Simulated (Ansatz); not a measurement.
**Ge2SeN2 (Cmc2_1): converging the G0W0 gap**

Aim: see how the G0W0 gap of Ge2SeN2 (Cmc2_1) on PBE moves with empty bands and screening cutoff, and what each rung costs.

Method: G0W0 on PBE, plane waves, PAW; PAW set soft_1, in Ansatz 0.2.0.

This is a report of a sequence of runs, with most program output left out.

## Step 1: The starting structure

It takes space group Cmc2_1 (No. 36, orthorhombic). The conventional cell has a = 11.278 Å, b = 5.903 Å, c = 5.183 Å, α = 90.00°, β = 90.00°, γ = 90.00°. Nearest to Ge lie 3 N at 1.85 to 1.88 Å and 1 Se at 2.38 Å. Nearest to Se lie 2 Ge at 2.38 Å. Nearest to N lie 3 Ge at 1.85 to 1.88 Å. Farther neighbours and most contacts between anions are not listed.

Structure file:

```xyz
10
Lattice="5.6390 -2.9515 0.0000 5.6390 2.9515 0.0000 0.0000 0.0000 5.1832" Properties=species:S:1:pos:R:3 pbc="T T T"
Ge    2.0743   -0.8848    1.7297
Ge    9.2037   -0.8848    1.7297
Ge    9.2037    0.8848    4.3214
Ge    2.0743    0.8848    4.3214
Se    5.6390    1.2408    0.9020
Se    5.6390   -1.2408    3.4936
N     2.4659   -0.7561    3.5312
N     8.8121   -0.7561    3.5312
N     8.8121    0.7561    0.9395
N     2.4659    0.7561    0.9395
```

The cell and positions are those that the Materials Project relaxed with its own functionals (PBE, PBE+U or r2SCAN), kept fixed.

## Step 2: 155 empty bands, screening to 54 eV

Now the one-shot GW correction: screening in the RPA, then the self-energy of the levels asked for. This step takes PAW set soft_1 files.

input.yaml reads:

```yaml
crystal:
  lattice:
    - [5.6390191657, -2.9515389733, 0.0]
    - [5.6390191657, 2.9515389733, 0.0]
    - [0.0, 0.0, 5.183237]
  atoms:
    - { symbol: Ge, position: [0.333819, 0.03403, 0.33372] }
    - { symbol: Ge, position: [0.96597, 0.666181, 0.33372] }
    - { symbol: Ge, position: [0.666181, 0.96597, 0.83372] }
    - { symbol: Ge, position: [0.03403, 0.333819, 0.83372] }
    - { symbol: Se, position: [0.289802, 0.710198, 0.174027] }
    - { symbol: Se, position: [0.710198, 0.289802, 0.674027] }
    - { symbol: "N", position: [0.346734, 0.090559, 0.681267] }
    - { symbol: "N", position: [0.909441, 0.653266, 0.681267] }
    - { symbol: "N", position: [0.653266, 0.909441, 0.181267] }
    - { symbol: "N", position: [0.090559, 0.346734, 0.181267] }
kpoints:
  mp_grid: { grid: [4, 4, 4] }
hamiltonian:
  xc: pbe
  pseudopotentials: { kind: paw, azcp: { folder: soft_1 } }
scf:
  occupations: { method: fixed }
gw:
  n_empty_bands: 155
  ecut_chi: 54
  qp_bands: [v3, c3]
  qp_kpoints: band_edges
  screening: { model: contour_deformation }
```

Run with:

```
ansatz run input.yaml --threads 2 --pin off --max-ram 92160MiB --backend cuda --events-out ev --progress --plain --runs-dir out --devices 1 --max-vram 13GiB
```

Elapsed: 37 s, on 1 × NVIDIA H100 80GB HBM3 (shared by 6 runs) with 2 threads of AMD EPYC 7R13 (Zen 3), shared host; peak memory 1.5 GiB; 45 s of CPU time.

This step gave:

- bands summed: 209
- RPA ε∞ on this mesh (eigenvalues): 5.418, 5.579, 8.007
- plane waves in the screening matrix: 143
- q-points in the mesh: 64
- G0W0 gap on the mesh: 2.891 eV
- k of the valence top: 0, -0.5, 0
- k of the conduction bottom: 0, 0, 0
- starting gap on the mesh: 1.694 eV
- Z at the valence top: 0.7556
- Z at the conduction bottom: 0.7903
- least direct G0W0 gap on the computed points: 2.997 eV

The gap on the mesh goes from 1.69 eV to 2.89 eV, a correction of +1.20 eV, though a band edge has moved to another state.

## Step 3: 439 empty bands, screening to 108 eV

Another rung: the empty bands reach about as high as the screening cutoff, so the two stay in balance.

Edit input.yaml of step 2 so:

```diff
@@ -24,4 +24,4 @@
 gw:
-  n_empty_bands: 155
-  ecut_chi: 54
+  n_empty_bands: 439
+  ecut_chi: 108
   qp_bands: [v3, c3]
```

The job ended after 2 min (1 × NVIDIA H100 80GB HBM3 (shared by 6 runs) with 2 threads; peak memory 2.6 GiB).

This step gave:

| Quantity | Value |
| --- | --- |
| bands summed | 493 |
| RPA ε∞ on this mesh (eigenvalues) | 5.334, 5.489, 7.772 |
| plane waves in the screening matrix | 433 |
| q-points in the mesh | 64 |
| G0W0 gap on the mesh | 2.947 eV |
| k of the valence top | 0, -0.5, 0 |
| k of the conduction bottom | 0, 0, 0 |
| starting gap on the mesh | 1.694 eV |
| Z at the valence top | 0.7505 |
| Z at the conduction bottom | 0.7840 |
| least direct G0W0 gap on the computed points | 3.082 eV |

Against the run with 4×4×4 mesh, 155 empty bands, screening to 54 eV, PAW set soft_1 files, the gap moves by +0.06 eV.

## Step 4: 946 empty bands, screening to 180 eV

Edit input.yaml of step 3 so:

```diff
@@ -24,4 +24,4 @@
 gw:
-  n_empty_bands: 439
-  ecut_chi: 108
+  n_empty_bands: 946
+  ecut_chi: 180.0
   qp_bands: [v3, c3]
```

It took 5.6 min on 1 × NVIDIA H100 80GB HBM3 (shared by 6 runs) with 2 threads; peak memory 5.8 GiB.

This step gave:

```
bands summed                                 : 1000
RPA ε∞ on this mesh (eigenvalues)            : 5.318, 5.472, 7.748
plane waves in the screening matrix          : 945
G0W0 gap on the mesh                         : 2.895 eV
k of the valence top                         : 0, -0.5, 0
k of the conduction bottom                   : 0, 0, 0
starting gap on the mesh                     : 1.694 eV
least direct G0W0 gap on the computed points : 3.034 eV
```

Against the run with 4×4×4 mesh, 439 empty bands, screening to 108 eV, PAW set soft_1 files, the gap moves by −0.05 eV.

## Step 5: Changing the k mesh: 2×2×2 mesh, 439 empty bands, screening to 108 eV, PAW set soft_1 files

A second mesh at equal bands and cutoff isolates the sampling error. Bands and cutoff differ from the step before, so it is read against an earlier run that matches them.

Edit input.yaml of step 4 so:

```diff
@@ -17,3 +17,3 @@
 kpoints:
-  mp_grid: { grid: [4, 4, 4] }
+  mp_grid: { grid: [2, 2, 2] }
 hamiltonian:
@@ -24,4 +24,4 @@
 gw:
-  n_empty_bands: 946
-  ecut_chi: 180.0
+  n_empty_bands: 439
+  ecut_chi: 108
   qp_bands: [v3, c3]
```

The job ended after 14 s (1 × NVIDIA H100 80GB HBM3 (shared by 6 runs) with 2 threads; peak memory 1.5 GiB).

This step gave:

* bands summed: 493
* RPA ε∞ on this mesh (eigenvalues): 6.289, 6.747, 8.983
* plane waves in the screening matrix: 433
* G0W0 gap on the mesh: 2.888 eV
* k of the valence top: 0, -0.5, 0
* k of the conduction bottom: 0, 0, 0
* starting gap on the mesh: 1.707 eV
* least direct G0W0 gap on the computed points: 3.040 eV

Against the run with 4×4×4 mesh, 439 empty bands, screening to 108 eV, PAW set soft_1 files, the gap moves by −0.06 eV.

## Step 6: Changing the frequency model: 4×4×4 mesh, 946 empty bands, screening to 180 eV, plasmon pole, PAW set soft_1 files

A plasmon pole stands in for the full frequency dependence of the screening; this run shows what that costs in accuracy. Bands and cutoff differ from the step before, so it is read against an earlier run that matches them.

Edit input.yaml of step 5 so:

```diff
@@ -17,3 +17,3 @@
 kpoints:
-  mp_grid: { grid: [2, 2, 2] }
+  mp_grid: { grid: [4, 4, 4] }
 hamiltonian:
@@ -24,6 +24,6 @@
 gw:
-  n_empty_bands: 439
-  ecut_chi: 108
+  n_empty_bands: 946
+  ecut_chi: 180.0
   qp_bands: [v3, c3]
   qp_kpoints: band_edges
-  screening: { model: contour_deformation }
+  screening: { model: godby_needs }
```

It took 8.9 min on 1 × NVIDIA H100 80GB HBM3 (shared by 6 runs) with 2 threads; peak memory 9.8 GiB.

Numbers from this step:

| Item | Value |
| --- | --- |
| bands summed | 1000 |
| plasmon-pole fit frequency | 29.38 eV |
| RPA ε∞ on this mesh (eigenvalues) | 5.318, 5.472, 7.748 |
| plane waves in the screening matrix | 945 |
| G0W0 gap on the mesh | 2.960 eV |
| k of the valence top | 0, -0.5, 0 |
| k of the conduction bottom | 0, 0, 0 |
| starting gap on the mesh | 1.694 eV |
| least direct G0W0 gap on the computed points | 3.082 eV |

Against the run with 4×4×4 mesh, 946 empty bands, screening to 180 eV, PAW set soft_1 files, the gap moves by +0.06 eV.

## Step 7: Convergence and cost

Times are wall times on 1 × NVIDIA H100 80GB HBM3 (shared by 6 runs) with 2 threads of AMD EPYC 7R13 (Zen 3), shared host, good to a factor of about two.

```tsv
mesh	files	frequency	bands summed	cutoff (eV)	start (eV)	G0W0 (eV)	time	host memory (GiB)
4×4×4	PAW set soft_1	contour deformation	209	54	1.694	2.891	37 s	1.5
4×4×4	PAW set soft_1	contour deformation	493	108	1.694	2.947	2 min	2.6
4×4×4	PAW set soft_1	contour deformation	1000	180	1.694	2.895	5.6 min	5.8
2×2×2	PAW set soft_1	contour deformation	493	108	1.707	2.888	14 s	1.5
4×4×4	PAW set soft_1	plasmon pole	1000	180	1.694	2.960	8.9 min	9.8
```

How the two edges are built up, in eV (the quasiparticle level is the starting level plus Σx plus Σc less Vxc):

```tsv
run	edge	start	Σx	Σc	Vxc	Z	QP
209 bands	valence top	6.73	-19.27	3.00	-16.04	0.76	6.50
209 bands	conduction bottom	8.48	-12.59	-2.97	-16.47	0.79	9.39
493 bands	valence top	6.73	-19.27	2.62	-16.04	0.75	6.13
493 bands	conduction bottom	8.48	-12.59	-3.29	-16.47	0.78	9.07
1000 bands	valence top	6.73	-19.27	2.42	-16.04	0.75	5.92
1000 bands	conduction bottom	8.48	-12.59	-3.54	-16.47	0.78	8.82
```

 Where G0W0 reorders the edges (209 bands, 493 bands and 1000 bands), the two states listed lie further apart at the start than the starting gap.

## Step 8: Summary of results

```
209 bands, 54 eV   : 2.891 eV
493 bands, 108 eV  : 2.947 eV
1000 bands, 180 eV : 2.895 eV
mesh and start     : 4×4×4, PBE
```

What this shows: From 209 to 1000 bands the gap moves by +0.004 eV while the time grows 9.1-fold. Σc changes by −0.58 eV at the valence top and −0.58 eV at the conduction bottom, so the levels themselves move more than the gap between them. The gap turns back along the series, so no limit is drawn from it. On the 2×2×2 mesh in place of 4×4×4 the gap differs by −0.06 eV, of which +0.01 eV is already in the start. The plasmon-pole model gives +0.06 eV against contour deformation, 5 % of the correction, and saved no time in this program. The many-body steps are scalar-relativistic: spin-orbit coupling is not in them.

[Paths, hosts, dates, memory and timing lines, banners, echoed tables and standing remarks are left out of the program output.]

[Logs are printed without paths, hosts, clocks, repeated set-up lines and the standing remarks that a program may print on its own settings, such as how far it seeks lower states.]

[Runs of the session that timed out or met a known fault of the program may be left out.]

[Cells called generated may have been cut or substituted from an entry of the Crystallography Open Database or the Materials Project.]

[Hosts, paths, dates, database ids (printed as entryN), source tags and the programs' standing remarks are cut or masked in the printed files.]
